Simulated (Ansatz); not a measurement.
## Lattice dynamics of LuAlH6 (built on the sites of a database entry of LaAlH6)

How does LuAlH6 (built on the sites of a database entry of LaAlH6) vibrate, and is this structure a minimum?

Calculated with Ansatz 0.2.0; DFT LDA, scalar-relativistic, plane waves, PAW.

The structure was built from a prototype and need not be the compound's stable phase.

### 1. The starting structure

Symmetry: R-3m, No. 166, trigonal system. Conventional cell: a = 6.108 Å, b = 6.108 Å, c = 5.897 Å, α = 90.00°, β = 90.00°, γ = 120.00°. Lu has 12 H at 2.29 Å nearest. Nearest to Al lie 6 H at 1.61 Å. Nearest to H lie 1 Al at 1.61 Å and 5 H at 2.14 to 2.29 Å and 2 Lu at 2.29 Å. Farther neighbours are not listed.

### 2. Coarse relaxation

A rough relaxation comes first, because large forces or stress need no tight tolerances yet.

File input.yaml:

```yaml
crystal:
  lattice:
    - [3.05393, 1.76319, 1.96577]
    - [-3.05393, 1.76319, 1.96577]
    - [0.0, -3.52637, 1.96577]
  atoms:
    - { symbol: Lu, position: [0.5, 0.5, 0.5] }
    - { symbol: Al, position: [0.0, 0.0, 0.0] }
    - { symbol: H, position: [0.93995012, 0.29182287, 0.29182287] }
    - { symbol: H, position: [0.29182287, 0.93995012, 0.29182287] }
    - { symbol: H, position: [0.29182287, 0.29182287, 0.93995012] }
    - { symbol: H, position: [0.06004988, 0.70817713, 0.70817713] }
    - { symbol: H, position: [0.70817713, 0.06004988, 0.70817713] }
    - { symbol: H, position: [0.70817713, 0.70817713, 0.06004988] }
kpoints:
  mp_grid: { grid: [6, 6, 6] }
hamiltonian:
  xc: lda
scf:
  occupations: { method: gaussian, width: 0.1 }
output:
  forces: true
  stress: true
  eigenvalues: true
relax:
  adjacent_minimum: "off"
  f_tol: 0.05
  max_steps: 80
  cell: { stress_tol: 0.5 }
```

Run with:

```bash
ansatz run input.yaml --threads 4 --pin off --max-ram 14336MiB --backend cpu --events-out ev --progress --plain --runs-dir out
```

Numbers of over 12 decimals in the logs are rounded to 6 here.

Log:

```text
The last accepted step is kept in <dir> (removed where the run ends without a failure and the disk answers)
Engine: ansatz 0.2.0, x86_64-unknown-linux-gnu
Pseudopotentials: kind: paw
Pseudopotential: Lu, paw, valence charge 25, recommended cutoff 420 eV (normal), Lu.paw.azcp
Pseudopotential: Al, paw, valence charge 3, recommended cutoff 420 eV (normal), Al.paw.azcp
[...]
- { symbol: Al, position: [1.4900887696637516e-18, 1.791854695571891e-18, 1.6518818818681434e-19] }
    - { symbol: H, position: [0.940170, 0.315382, 0.315382] }
    - { symbol: H, position: [0.315382, 0.940170, 0.315382] }
    - { symbol: H, position: [0.315382, 0.315382, 0.940170] }
    - { symbol: H, position: [0.059830, 0.684618, 0.684618] }
    - { symbol: H, position: [0.684618, 0.059830, 0.684618] }
    - { symbol: H, position: [0.684618, 0.684618, 0.059830] }
[key lines of the parts left out:]
SCF converged after 4 iterations
Free energy (F): -15101.835191 eV
Fermi energy:    8.935508 eV
P = ⅓ Tr σ = -0.0376 GPa (-0.376 kbar)
```

Elapsed: 3.2 s, on 4 threads of Intel Xeon 6975P-C (Granite Rapids), shared host; peak memory 0.46 GiB; 11 s of CPU time.

The steps of the relaxation:

```csv
step,energy less that of the first step (eV),largest force component (eV/Å),pressure (GPa),volume (Å³)
1,0.0000,1.0555,1.21,63.51
2,-0.3588,0.1125,7.84,56.39
3,-0.4549,0.1480,2.25,59.47
4,-0.4646,0.0417,-0.34,60.65
5,-0.4669,0.0036,0.01,60.57
6*,-0.4635,0.0035,-0.04,60.57
```

Relaxation steps marked * repeat the geometry before them on a plane-wave basis chosen anew for their cell, so energy and pressure can jump there.

The run keeps the 12 symmetry operations that it works with, so distortions that break them were not tested.

```csv
"conventional cell, symmetrised",before,after,change
a (Å),6.108,6.019,-1.5 %
b (Å),6.108,6.019,-1.5 %
c (Å),5.897,5.793,-1.8 %
volume (Å³/atom),7.94,7.57,-4.6 %
```

The atoms that moved most (Å, as changes of fractional coordinates times the final cell):

```csv
atom,dx,dy,dz,length
H4,0.070,-0.041,0.091,0.122
H3,-0.070,-0.041,0.091,0.122
H5,0.000,0.081,0.091,0.122
H8,0.000,-0.081,-0.091,0.122
H6,0.070,0.041,-0.091,0.122
H7,-0.070,0.041,-0.091,0.122
```

Final coordinates:

```cif
data_structure
_symmetry_space_group_name_H-M 'P 1'
_symmetry_Int_Tables_number 1
_cell_length_a 3.9752
_cell_length_b 3.9752
_cell_length_c 3.9752
_cell_angle_alpha 98.401
_cell_angle_beta 98.401
_cell_angle_gamma 98.401
_cell_volume 60.57
loop_
_atom_site_label
_atom_site_type_symbol
_atom_site_fract_x
_atom_site_fract_y
_atom_site_fract_z
_atom_site_occupancy
Lu1 Lu 0.50000 0.50000 0.50000 1
Al2 Al 0.00000 0.00000 0.00000 1
H3 H 0.94017 0.31538 0.31538 1
H4 H 0.31538 0.94017 0.31538 1
H5 H 0.31538 0.31538 0.94017 1
H6 H 0.05983 0.68462 0.68462 1
H7 H 0.68462 0.05983 0.68462 1
H8 H 0.68462 0.68462 0.05983 1
```

Numbers from this step:

| Item | Value |
| --- | --- |
| pressure | -0.03763 GPa |
| gap on the k-mesh | 1.632 eV |
| volume per atom | 7.571 Å³ |
| direct gap on mesh | 2.566 eV |

In this step the volume went from 7.94 to 7.57 Å³/atom.

### 3. Bringing the structure to rest

Harmonic phonons are second derivatives at a point where the forces vanish, and they are wanted at zero stress, so atoms and cell are relaxed first.

File input.yaml:

```yaml
crystal:
  lattice:
    - [3.0092645098, 1.7374013119, 1.9308736736]
    - [-3.0092645098, 1.7374013119, 1.9308736736]
    - [0.0, -3.4747977125, 1.9308780927]
  atoms:
    - { symbol: Lu, position: [0.5, 0.5, 0.5] }
    - { symbol: Al, position: [0.0, 0.0, 0.0] }
    - { symbol: H, position: [0.9401698367, 0.3153816913, 0.3153816913] }
    - { symbol: H, position: [0.3153816913, 0.9401698367, 0.3153816913] }
    - { symbol: H, position: [0.3153816913, 0.3153816913, 0.9401698367] }
    - { symbol: H, position: [0.0598301633, 0.6846183087, 0.6846183087] }
    - { symbol: H, position: [0.6846183087, 0.0598301633, 0.6846183087] }
    - { symbol: H, position: [0.6846183087, 0.6846183087, 0.0598301633] }
kpoints:
  mp_grid: { grid: [6, 6, 6] }
hamiltonian:
  xc: lda
scf:
  occupations: { method: gaussian, width: 0.02 }
output:
  forces: true
  stress: true
  eigenvalues: true
relax:
  adjacent_minimum: "off"
  f_tol: 0.005
  max_steps: 80
  cell: { stress_tol: 0.05 }
```

Log:

```text
[...]
Crystal: 8 atoms, lattice volume = 60.571 Å³
Basis set: ecut = 420 eV, 1171 PW (Γ)
Bands: 25, of which v1, the nominal top of the filled ones, is band 17 counted from 1 (16 counted from 0)
Symmetry: 12 space group operations
[...]
k-points: 32 of 216
[...]
- [0, -3.473495, 1.931179]
  atoms:
    - { symbol: Lu, position: [0.500000, 0.500000, 0.500000] }
    - { symbol: Al, position: [0, 0, 0] }
    - { symbol: H, position: [0.940346, 0.315487, 0.315487] }
    - { symbol: H, position: [0.315487, 0.940346, 0.315487] }
    - { symbol: H, position: [0.315487, 0.315487, 0.940346] }
    - { symbol: H, position: [0.059654, 0.684513, 0.684513] }
    - { symbol: H, position: [0.684513, 0.059654, 0.684513] }
    - { symbol: H, position: [0.684513, 0.684513, 0.059654] }
[key lines of the parts left out:]
SCF converged after 3 iterations
Free energy (F): -15101.835213 eV
Fermi energy:    8.942312 eV
P = ⅓ Tr σ = -0.0025 GPa (-0.025 kbar)
```

The job ended after 2.1 s (4 threads; peak memory 0.46 GiB; 6.8 s of CPU time).

Little changed from the start: no atom moved by 0.005 Å and no cell edge by 0.1 %.

Numbers from this step:

| Item | Value |
| --- | --- |
| pressure | -0.002484 GPa |
| gap on the k-mesh | 1.637 eV |
| volume per atom | 7.567 Å³ |
| direct gap on mesh | 2.565 eV |

In this step the volume went from 7.57 to 7.57 Å³/atom.

### 4. Relaxing to small forces for the phonons, k-mesh 6×6×6

Phonons need a cell at rest on their own settings, so the relaxation is repeated with tight tolerances on forces and stress on the k mesh and occupations of the first response run.

File input.yaml:

```yaml
crystal:
  lattice:
    - [3.0081363855, 1.7367499893, 1.9311747207]
    - [-3.0081363855, 1.7367499893, 1.9311747207]
    - [0.0, -3.4734950665, 1.9311791382]
  atoms:
    - { symbol: Lu, position: [0.5, 0.5, 0.5] }
    - { symbol: Al, position: [0.0, 0.0, 0.0] }
    - { symbol: H, position: [0.9403463437, 0.3154872956, 0.3154872956] }
    - { symbol: H, position: [0.3154872956, 0.9403463437, 0.3154872956] }
    - { symbol: H, position: [0.3154872956, 0.3154872956, 0.9403463437] }
    - { symbol: H, position: [0.0596536563, 0.6845127044, 0.6845127044] }
    - { symbol: H, position: [0.6845127044, 0.0596536563, 0.6845127044] }
    - { symbol: H, position: [0.6845127044, 0.6845127044, 0.0596536563] }
kpoints:
  mp_grid: { grid: [6, 6, 6] }
hamiltonian:
  xc: lda
scf:
  occupations: { method: fixed }
output:
  forces: true
  stress: true
  eigenvalues: true
relax:
  adjacent_minimum: "off"
  f_tol: 0.001
  max_steps: 60
  cell: { stress_tol: 0.01 }
```

Log:

```text
[...]
Crystal: 8 atoms, lattice volume = 60.535 Å³
Basis set: ecut = 420 eV, 1171 PW (Γ)
Bands: 25, of which v1, the nominal top of the filled ones, is band 17 counted from 1 (16 counted from 0)
Symmetry: 12 space group operations
[...]
k-points: 32 of 216
[...]
atoms:
    - { symbol: Lu, position: [0.5, 0.5, 0.500000] }
    - { symbol: Al, position: [0.0, 0.0, 0.0] }
    - { symbol: H, position: [0.940346, 0.315487, 0.3154872956] }
    - { symbol: H, position: [0.315487, 0.940346, 0.3154872956] }
    - { symbol: H, position: [0.315487, 0.315487, 0.940346] }
    - { symbol: H, position: [0.059654, 0.684513, 0.684513] }
    - { symbol: H, position: [0.684513, 0.059654, 0.684513] }
    - { symbol: H, position: [0.6845127044, 0.6845127044, 0.059654] }
[key lines of the parts left out:]
SCF converged after 6 iterations
Free energy (F): -15101.835213 eV
Fermi energy:    8.123886 eV
P = ⅓ Tr σ = -0.0025 GPa (-0.025 kbar)
```

Elapsed: 1.2 s, on 4 threads; peak memory 0.44 GiB.

Little changed from the start: no atom moved by 0.005 Å and no cell edge by 0.1 %.

Numbers from this step:

- pressure: -0.002482 GPa

The largest force component left is 0.32 meV/Å and the pressure is -0.002 GPa, within the tolerances set. The cell now holds 7.57 Å³/atom.

### 5. A first phonon run

The phonons are first tried on the mesh that the gap suggested.

input.yaml: that of step 4 with these lines changed.

```diff
@@ -21,9 +21,6 @@
 output:
-  forces: true
-  stress: true
   eigenvalues: true
-relax:
-  adjacent_minimum: "off"
-  f_tol: 0.001
-  max_steps: 60
-  cell: { stress_tol: 0.01 }
+phonons:
+  method: dfpt
+  dielectric: true
+  rigid_motions: translations
```

Log:

```text
[...]
Crystal: 8 atoms, lattice volume = 60.535 Å³
Basis set: ecut = 420 eV, 1171 PW (Γ), exchange–correlation on 54×54×54 points (8 copies of the dense FFT grid, shifted against one another)
Bands: 25, of which v1, the nominal top of the filled ones, is band 17 counted from 1 (16 counted from 0)
Symmetry: 12 space group operations
k-points: 112 of 216 (irreducible under 1 space group operation, time reversal used)
[...]
ω (cm⁻¹)  modes    IR ((D/Å)²/amu)
[...]
optical modes at Γ + LO–TO along q̂ = [0.0000, 1.0000, 0.0000]:
      ω (cm⁻¹)  modes    IR ((D/Å)²/amu)
[...]
optical modes at Γ + LO–TO along q̂ = [0.0000, 0.0000, 1.0000]:
      ω (cm⁻¹)  modes    IR ((D/Å)²/amu)
[...]
1455.78      1            81.1925
       1597.02      2             0.0000
       1597.51      1            21.9999
       1725.92      1             0.0000
[key lines of the parts left out:]
SCF converged after 10 iterations
Free energy (F): -15101.835214 eV
Fermi energy:    8.123886 eV
```

It took 28 s on 4 threads; peak memory 0.96 GiB; 1.7 min of CPU time.

This step gave:

- sum-rule residual before enforcement: 2.04e-4 eV/Å²
- miss of the charge sum rule: 0.003277 e
- estimated error of the dielectric tensor: 0.03067
- estimated error of the Born charges: 0.04002 e
- point group: -3m
- highest optical mode at the zone centre (no LO-TO term): 1726 cm⁻¹
- lowest optical zone-centre mode: -298.1 cm⁻¹
- mean high-frequency dielectric constant: 8.417
- largest Born charge (third of the trace): 4.189 e
- top of the zone-centre spectrum with the field: 1726 cm⁻¹

The highest optical mode at Γ without the field comes at 1725.9 cm⁻¹, but the log warns of the mesh: “the force constants stand on the 6×6×6 k-mesh, whose period is 10.67 times the interband length at k = (0.0000, -0.5000, -0.5000), direct gap 2.716 eV, under 14: take them and everything formed from them as unconverged”.

### 6. Tight relaxation, k-mesh 9×9×9

The k mesh is raised to 9×9×9 since a zone-centre run on the first mesh warned that it was too coarse for the force constants, and the cell is relaxed again on it.

input.yaml: that of step 5 with these lines changed.

```diff
@@ -15,3 +15,3 @@
 kpoints:
-  mp_grid: { grid: [6, 6, 6] }
+  mp_grid: { grid: [9, 9, 9] }
 hamiltonian:
@@ -21,6 +21,9 @@
 output:
+  forces: true
+  stress: true
   eigenvalues: true
-phonons:
-  method: dfpt
-  dielectric: true
-  rigid_motions: translations
+relax:
+  adjacent_minimum: "off"
+  f_tol: 0.001
+  max_steps: 60
+  cell: { stress_tol: 0.01 }
```

Log:

```text
[...]
Crystal: 8 atoms, lattice volume = 60.535 Å³
Basis set: ecut = 420 eV, 1171 PW (Γ)
Bands: 25, of which v1, the nominal top of the filled ones, is band 17 counted from 1 (16 counted from 0)
Symmetry: 12 space group operations
[...]
k-points: 85 of 729
[...]
- [0, -3.473344, 1.930818]
  atoms:
    - { symbol: Lu, position: [0.500000, 0.500000, 0.5] }
    - { symbol: Al, position: [0, 0, 0] }
    - { symbol: H, position: [0.940358, 0.315538, 0.315538] }
    - { symbol: H, position: [0.315538, 0.940358, 0.315538] }
    - { symbol: H, position: [0.315538, 0.315538, 0.940358] }
    - { symbol: H, position: [0.059642, 0.684462, 0.684462] }
    - { symbol: H, position: [0.684462, 0.059642, 0.684462] }
    - { symbol: H, position: [0.684462, 0.684462, 0.059642] }
[key lines of the parts left out:]
SCF converged after 5 iterations
Free energy (F): -15101.836527 eV
Fermi energy:    8.088111 eV
P = ⅓ Tr σ = 0.0015 GPa (0.015 kbar)
```

The job ended after 6.7 s (4 threads; peak memory 0.52 GiB; 25 s of CPU time).

Little changed from the start: no atom moved by 0.005 Å and no cell edge by 0.1 %.

Numbers from this step:

* pressure: 0.001538 GPa
* gap on the k-mesh: 1.675 eV
* volume per atom: 7.565 Å³
* direct gap on mesh: 2.531 eV

The largest force component left is 0.37 meV/Å and the pressure is 0.002 GPa, within the tolerances set. The cell now holds 7.56 Å³/atom.

(Part 1 of 3 ends here.)

[Logs are printed without paths, hosts, clocks, repeated set-up lines and the standing remarks that a program may print on its own settings, such as how far it seeks lower states.]

[Hosts, paths, dates, database ids (printed as entryN), source tags and the programs' standing remarks are cut or masked in the printed files.]
